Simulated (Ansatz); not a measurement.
**Si2Pb (built on the sites of a database entry of CaGe2): phonons and vibrational spectra**

Wanted: phonon frequencies of Si2Pb (built on the sites of a database entry of CaGe2) and what follows from them.

Calculated with Ansatz 0.2.0; DFT PBEsol, scalar-relativistic, plane waves, PAW.

The structure was built from a prototype and need not be the compound's stable phase.

### Step 1. Set-up

The structure is trigonal, space group R-3m (No. 166). The conventional cell has a = 3.553 Å, b = 3.553 Å, c = 14.071 Å, α = 90.00°, β = 90.00°, γ = 120.00°. Nearest to Pb lie 8 Si at 2.77 to 2.84 Å. Nearest to Si lie 3 Si at 2.27 Å and 4 Pb at 2.77 to 2.84 Å. Farther neighbours are not listed.

### Step 2. Coarse relaxation

The start is far from rest, so a relaxation with loose tolerances brings it close first.

The input, input.yaml:

```yaml
crystal:
  lattice:
    - [1.77664, 1.02574, 4.69044]
    - [-1.77664, 1.02574, 4.69044]
    - [0.0, -2.05149, 4.69044]
  atoms:
    - { symbol: Pb, position: [0.0, 0.0, 0.0] }
    - { symbol: Si, position: [0.798524, 0.798524, 0.798524] }
    - { symbol: Si, position: [0.201476, 0.201476, 0.201476] }
kpoints:
  mp_grid: { grid: [6, 6, 6] }
hamiltonian:
  xc: pbesol
scf:
  occupations: { method: gaussian, width: 0.1 }
output:
  forces: true
  stress: true
  eigenvalues: true
relax:
  adjacent_minimum: "off"
  f_tol: 0.05
  max_steps: 80
  cell: { stress_tol: 0.5 }
```

Run with:

```
ansatz run input.yaml --threads 8 --pin off --max-ram 14336MiB --backend cpu --events-out ev --progress --plain --runs-dir out
```

Numbers of over 12 decimals in the logs are rounded to 6 here.

Log:

```text
The last accepted step is kept in <dir> (removed where the run ends without a failure and the disk answers)
[...]
F+E_penalty+E_count = -12997.23629011 eV   max|allowed force component| = 9.201e-3 eV/Å   (the final SCF, on the basis selected at the relaxed cell)
  cell:  # Å, volume = 67.7940 Å³
    - [1.866536, 1.077643, 5.617303]
    - [-1.866536, 1.077643, 5.617303]
    - [0, -2.155292, 5.617302]
  atoms:
    - { symbol: Pb, position: [0, 0, 0] }
    - { symbol: Si, position: [0.805216, 0.805216, 0.805216] }
    - { symbol: Si, position: [0.194784, 0.194784, 0.194784] }
[key lines of the parts left out:]
SCF converged after 3 iterations
Free energy (F): -12997.236290 eV
Fermi energy:    8.837031 eV
P = ⅓ Tr σ = 0.0329 GPa (0.329 kbar)
```

Elapsed: 5.4 s, on 8 threads of Arm Neoverse N1, shared host; peak memory 0.41 GiB; 32 s of CPU time.

Relaxation path:

```tsv
step	energy less that of the first step (eV)	largest force component (eV/Å)	pressure (GPa)	volume (Å³)
1	0.0000	0.7328	31.73	51.29
2	-0.8118	0.2448	17.42	55.92
3	-1.2440	0.1639	8.06	60.42
4	-1.4409	0.0085	2.83	64.45
5	-1.4750	0.2520	-0.14	67.00
6	-1.4830	0.0288	-0.29	67.59
7*	-1.5013	0.0307	0.06	67.59
8	-1.5025	0.0092	0.03	67.79
9*	-1.5025	0.0092	0.03	67.79
```

Relaxation steps marked * repeat the geometry before them on a plane-wave basis chosen anew for their cell, so energy and pressure can jump there.

The run keeps the 12 symmetry operations that it works with, so distortions that break them were not tested.

```tsv
cell as run	before	after	change
a (Å)	5.119	6.017	+17.5 %
b (Å)	5.119	6.017	+17.5 %
c (Å)	5.119	6.017	+17.5 %
α (°)	40.61	36.15	-11.0 %
β (°)	40.61	36.15	-11.0 %
γ (°)	40.61	36.15	-11.0 %
volume (Å³/atom)	17.10	22.60	+32.2 %
```

The atoms that moved most (Å, as changes of fractional coordinates times the final cell):

```tsv
atom	dx	dy	dz	length
Si3	0.000	0.000	-0.113	0.113
Si2	0.000	0.000	0.113	0.113
```

The relaxed structure:

```
Pb Si
1.0
     1.86654    1.07764    5.61730
    -1.86654    1.07764    5.61730
     0.00000   -2.15529    5.61730
Pb Si
1 2
Direct
  0.00000 0.00000 0.00000
  0.80522 0.80522 0.80522
  0.19478 0.19478 0.19478
```

Numbers from this step:

* pressure: 0.03294 GPa
* volume per atom: 22.60 Å³
* gap on the k-mesh: 0 eV

In this step the volume went from 17.10 to 22.60 Å³/atom.

### Step 3. Relaxation

Harmonic phonons are second derivatives at a point where the forces vanish, and they are wanted at zero stress, so atoms and cell are relaxed first.

input.yaml, the sections that differ from step 2:

```yaml
crystal:
  lattice:
    - [1.8665360735, 1.0776431085, 5.6173031972]
    - [-1.8665360735, 1.0776431085, 5.6173031972]
    - [0.0, -2.1552922049, 5.6173020485]
  atoms:
    - { symbol: Pb, position: [0.0, 0.0, 0.0] }
    - { symbol: Si, position: [0.8052164324, 0.8052164324, 0.8052164324] }
    - { symbol: Si, position: [0.1947835676, 0.1947835676, 0.1947835676] }
kpoints:
  mp_grid: { grid: [15, 15, 15] }
relax:
  adjacent_minimum: "off"
  f_tol: 0.005
  max_steps: 80
  cell: { stress_tol: 0.05 }
# hamiltonian, scf, output: as in step 2
```

Log:

```text
[...]
Crystal: 3 atoms, lattice volume = 67.794 Å³
Basis set: ecut = 420 eV, 1309 PW (Γ), FFT grids on a1−a3, a2−a3, a3, exchange–correlation on 50×50×90 points (8 copies of the dense FFT grid, shifted against one another)
Bands: 15, of which v1, the nominal top of the filled ones, is band 11 counted from 1 (10 counted from 0)
Symmetry: 12 space group operations
[...]
--- Relaxed structure (4 steps of the walk, 4 accepted, 1 SCFs on fresh bases) ---
[...]
cell:  # Å, volume = 67.6847 Å³
    - [1.866565, 1.077660, 5.608076]
    - [-1.866565, 1.077660, 5.608076]
    - [0, -2.155326, 5.608075]
  atoms:
    - { symbol: Pb, position: [0, 0, 0] }
    - { symbol: Si, position: [0.804782, 0.804782, 0.804782] }
    - { symbol: Si, position: [0.195218, 0.195218, 0.195218] }
[key lines of the parts left out:]
SCF converged after 4 iterations
Free energy (F): -12997.255980 eV
Fermi energy:    8.863628 eV
P = ⅓ Tr σ = 0.0034 GPa (0.034 kbar)
```

Wall time 22 s (8 threads); peak memory 0.68 GiB.

The steps of the relaxation:

```tsv
step	energy less that of the first step (eV)	largest force component (eV/Å)	pressure (GPa)	volume (Å³)
1	0.0000	0.0675	0.06	67.79
2	-0.0004	0.0248	0.08	67.67
3	-0.0005	0.0044	-0.05	67.73
4	-0.0005	0.0015	0.00	67.68
5*	-0.0005	0.0015	0.00	67.68
```

Relaxation steps marked * repeat the geometry before them on a plane-wave basis chosen anew for their cell, so energy and pressure can jump there.

The run keeps the 12 symmetry operations that it works with, so distortions that break them were not tested.

```tsv
conventional cell, symmetrised	before	after	change
a (Å)	3.733	3.733	+0.0 %
b (Å)	3.733	3.733	+0.0 %
c (Å)	16.852	16.824	-0.2 %
volume (Å³/atom)	22.60	22.56	-0.2 %
```

The relaxed structure:

```xyz
3
Lattice="1.8666 1.0777 5.6081 -1.8666 1.0777 5.6081 0.0000 -2.1553 5.6081" Properties=species:S:1:pos:R:3 pbc="T T T"
Pb    0.0000    0.0000    0.0000
Si    0.0000    0.0000   13.5398
Si    0.0000    0.0000    3.2844
```

This step gave:

```yaml
pressure: 0.003378 GPa
volume_per_atom: 22.56 Å³
```

In this step the volume went from 22.60 to 22.56 Å³/atom.

### Step 4. Relaxing to small forces for the phonons

Phonons need a cell at rest on their own settings, so the relaxation is repeated with tight tolerances on forces and stress on the k mesh and occupations of the first response run.

The input, input.yaml:

```yaml
crystal:
  lattice:
    - [1.8665652104, 1.0776599341, 5.6080757305]
    - [-1.8665652104, 1.0776599341, 5.6080757305]
    - [0.0, -2.1553258461, 5.6080745817]
  atoms:
    - { symbol: Pb, position: [0.0, 0.0, 0.0] }
    - { symbol: Si, position: [0.8047816927, 0.8047816927, 0.8047816927] }
    - { symbol: Si, position: [0.1952183073, 0.1952183073, 0.1952183073] }
kpoints:
  mp_grid: { grid: [15, 15, 15] }
hamiltonian:
  xc: pbesol
scf:
  occupations: { method: methfessel_paxton, width: 0.2 }
output:
  forces: true
  stress: true
  eigenvalues: true
relax:
  adjacent_minimum: "off"
  f_tol: 0.001
  max_steps: 60
  cell: { stress_tol: 0.01 }
```

Log:

```text
[...]
Crystal: 3 atoms, lattice volume = 67.685 Å³
Basis set: ecut = 420 eV, 1309 PW (Γ), FFT grids on a1−a3, a2−a3, a3, exchange–correlation on 50×50×90 points (8 copies of the dense FFT grid, shifted against one another)
Bands: 15, of which v1, the nominal top of the filled ones, is band 11 counted from 1 (10 counted from 0)
Symmetry: 12 space group operations
[...]
--- Relaxed structure (4 steps of the walk, 4 accepted, 1 SCFs on fresh bases) ---
[...]
cell:  # Å, volume = 67.6758 Å³
    - [1.866769, 1.077778, 5.606106]
    - [-1.866769, 1.077778, 5.606106]
    - [0, -2.155561, 5.606105]
  atoms:
    - { symbol: Pb, position: [0, 0, 0] }
    - { symbol: Si, position: [0.804760, 0.804760, 0.804760] }
    - { symbol: Si, position: [0.195240, 0.195240, 0.195240] }
[key lines of the parts left out:]
SCF converged after 4 iterations
Free energy (F): -12997.253749 eV
Fermi energy:    8.865924 eV
P = ⅓ Tr σ = -0.0005 GPa (-0.005 kbar)
```

Wall time 21 s (8 threads); peak memory 0.68 GiB.

Little changed from the start: no atom moved by 0.005 Å and no cell edge by 0.1 %.

Numbers from this step:

* pressure: -5.03e-4 GPa

The largest force component left is 0.11 meV/Å and the pressure is -0.001 GPa, within the tolerances set. The cell now holds 22.56 Å³/atom.

### Step 5. Zone-centre response

The zone centre comes first: it holds the modes that light can see, as far as symmetry allows. No field response is asked, since the mesh shows no gap.

input.yaml, the sections that differ from step 4:

```yaml
crystal:
  lattice:
    - [1.8667691445, 1.0777776761, 5.6061059359]
    - [-1.8667691445, 1.0777776761, 5.6061059359]
    - [0.0, -2.1555613282, 5.606104787]
  atoms:
    - { symbol: Pb, position: [0.0, 0.0, 0.0] }
    - { symbol: Si, position: [0.8047604665, 0.8047604665, 0.8047604665] }
    - { symbol: Si, position: [0.1952395335, 0.1952395335, 0.1952395335] }
output:
  eigenvalues: true
phonons:
  method: dfpt
# kpoints, hamiltonian, scf: as in step 4
# relax: removed
```

Log:

```text
[...]
Crystal: 3 atoms, lattice volume = 67.676 Å³
Basis set: ecut = 420 eV, 1309 PW (Γ), exchange–correlation on 90×90×90 points (8 copies of the dense FFT grid, shifted against one another)
Bands: 15, of which v1, the nominal top of the filled ones, is band 11 counted from 1 (10 counted from 0)
Symmetry: 12 space group operations
k-points: 904 of 3375 (irreducible under 2 space group operations, time reversal used)
[...]
SCF iter   1: F=—  HF=-12997.256491 eV  |F-HF|=—  |Δ(HF+E_count)|=         —  Δρ=2.61e-3  dr2=8.07e-3  ethr=1.77e-3  ⟨swp⟩=6.0  Hψ=78947  notcnv=0
[...]
SCF iter   9: F=-12997.253749 eV  HF=-12997.253749 eV  |F-HF|=1.27e-11  |Δ(HF+E_count)|=  3.82e-11  S|Δr|=    0.00e0  Δρ=9.67e-8  dr2=8.03e-12  ethr=1.00e-12  ⟨swp⟩=5.5  Hψ=78088  notcnv=0
SCF 1 converged in 9 iterations: F = -12997.253749 eV  dr2 = 8.03e-12
[...]
DFPT response loops at Γ: preconditioner auto → Kerker (q_TF=auto, 2.262 Å⁻¹) (partly filled bands, converged f_vac=0.000); β = 1.00, the filter's whole step (`scf.mixing.beta` (0.50) is not read by the response loops under this deck's `scf.mixing.preconditioner`; to damp them name `kerker` or `kerker_dos`, under which they read `scf.mixing.beta`, and type it under 1.00, their step now; both keys bind the ground state too); Broyden in place of MSR1
SCF converged after 9 iterations
[...]
Free energy (F): -12997.253749 eV
[...]
Internal energy: -12997.253359 eV  (E = F + TS)
E sigma→0 (E₀):  -12997.253651 eV
Entropy (-TS):   -0.000391 eV (-0.130 meV/atom)
Fermi energy:    8.865923 eV
[...]
--- Band table (eV; the first three rows and the last of 904) ---
  k-point 0: bands = [... 7 lower, 2.8818, 8.3976, 8.3976, 10.8489, 11.9869, 11.9869, 12.1798, 12.7717]
  k-point 1: bands = [... 7 lower, 2.9655, 7.8091, 8.2689, 11.2332, 11.3052, 12.0071, 12.1945, 12.6131]
  k-point 2: bands = [... 7 lower, 3.2079, 6.6866, 7.9635, 10.1216, 11.1563, 12.0914, 12.7307, 12.8890]
  k-point 903: bands = [... 7 lower, 7.0144, 7.9417, 8.0798, 8.1034, 11.5532, 11.9700, 12.1472, 13.4360]
--- Phonons (Γ-DFPT): 4 representative perturbations + reference, on 904 of 3375 k-points (Σ response iterations 12) ---
  k mesh reduced under 2 symmetry operations, with k and −k counted as one. Each operation leaves every solved perturbation unchanged. A smaller set is not used because it would not reduce the number of displacements times k-points to solve
  ASR residual: 6.314e-5 → 0.000e0 eV/Å²; symmetrization residual: 1.639e-4 eV/Å²
  ASR residual per site (eV/Å²): 6.31e-5 2.24e-5 2.24e-5
  Γ frequencies (cm⁻¹): 0.00 0.00 0.00 48.56 48.56 118.10 323.30 450.70 450.70
  non-analytic LO–TO correction: not included (Born effective charges unavailable; polar crystals: no LO–TO splitting at Γ)
```

It took 2.6 min on 8 threads; peak memory 3.1 GiB.

In the SCF lines HF is the Harris–Foulkes energy and dr2 the Hartree energy of the density residual, in eV; the loop may stop once dr2 is under the threshold and the program's other checks hold. Hψ counts applications of the Hamiltonian.

Numbers from this step:

```yaml
sum_rule_residual_before_enforcement: 6.31e-5 eV/Å²
point_group: -3m
highest_optical_mode_at_the_zone_centre_no_lo_to_term: 450.7 cm⁻¹
lowest_optical_zone_centre_mode: 48.56 cm⁻¹
```

Patterns of degenerate modes are one choice out of their space. The modes at Γ (shares of kinetic energy by element, %):

```tsv
mode	frequency (cm⁻¹)	symmetry	Pb %	Si %
1	0.0	acoustic	79	21
2	0.0	acoustic	79	21
3	0.0	acoustic	79	21
4	48.6	Eu	21	79
5	48.6	Eu	21	79
6	118.1	A2u	21	79
7	323.3	A1g	0	100
8	450.7	Eg	0	100
9	450.7	Eg	0	100
```

Displacements in mode 5 (48.6 cm⁻¹), the largest set to 1:
```
Pb1  0.00 -0.27  0.00
Si2  0.00  1.00  0.00
Si3  0.00  1.00  0.00
```

Displacements in mode 8 (450.7 cm⁻¹), the largest set to 1:
```
Pb1  0.00  0.00  0.00
Si2  0.00  1.00  0.00
Si3  0.00 -1.00  0.00
```

Before it was imposed, the acoustic sum rule was missed by 6.3e-5 eV/Å². Small misses are needed for a sound result but don't prove that mesh and cutoff are converged. The lowest optical mode is real, 48.6 cm⁻¹.

[end of part 1 of 2]

[Logs are printed without paths, hosts, clocks, repeated set-up lines and the standing remarks that a program may print on its own settings, such as how far it seeks lower states.]

[Hosts, paths, dates, database ids (printed as entryN), source tags and the programs' standing remarks are cut or masked in the printed files.]
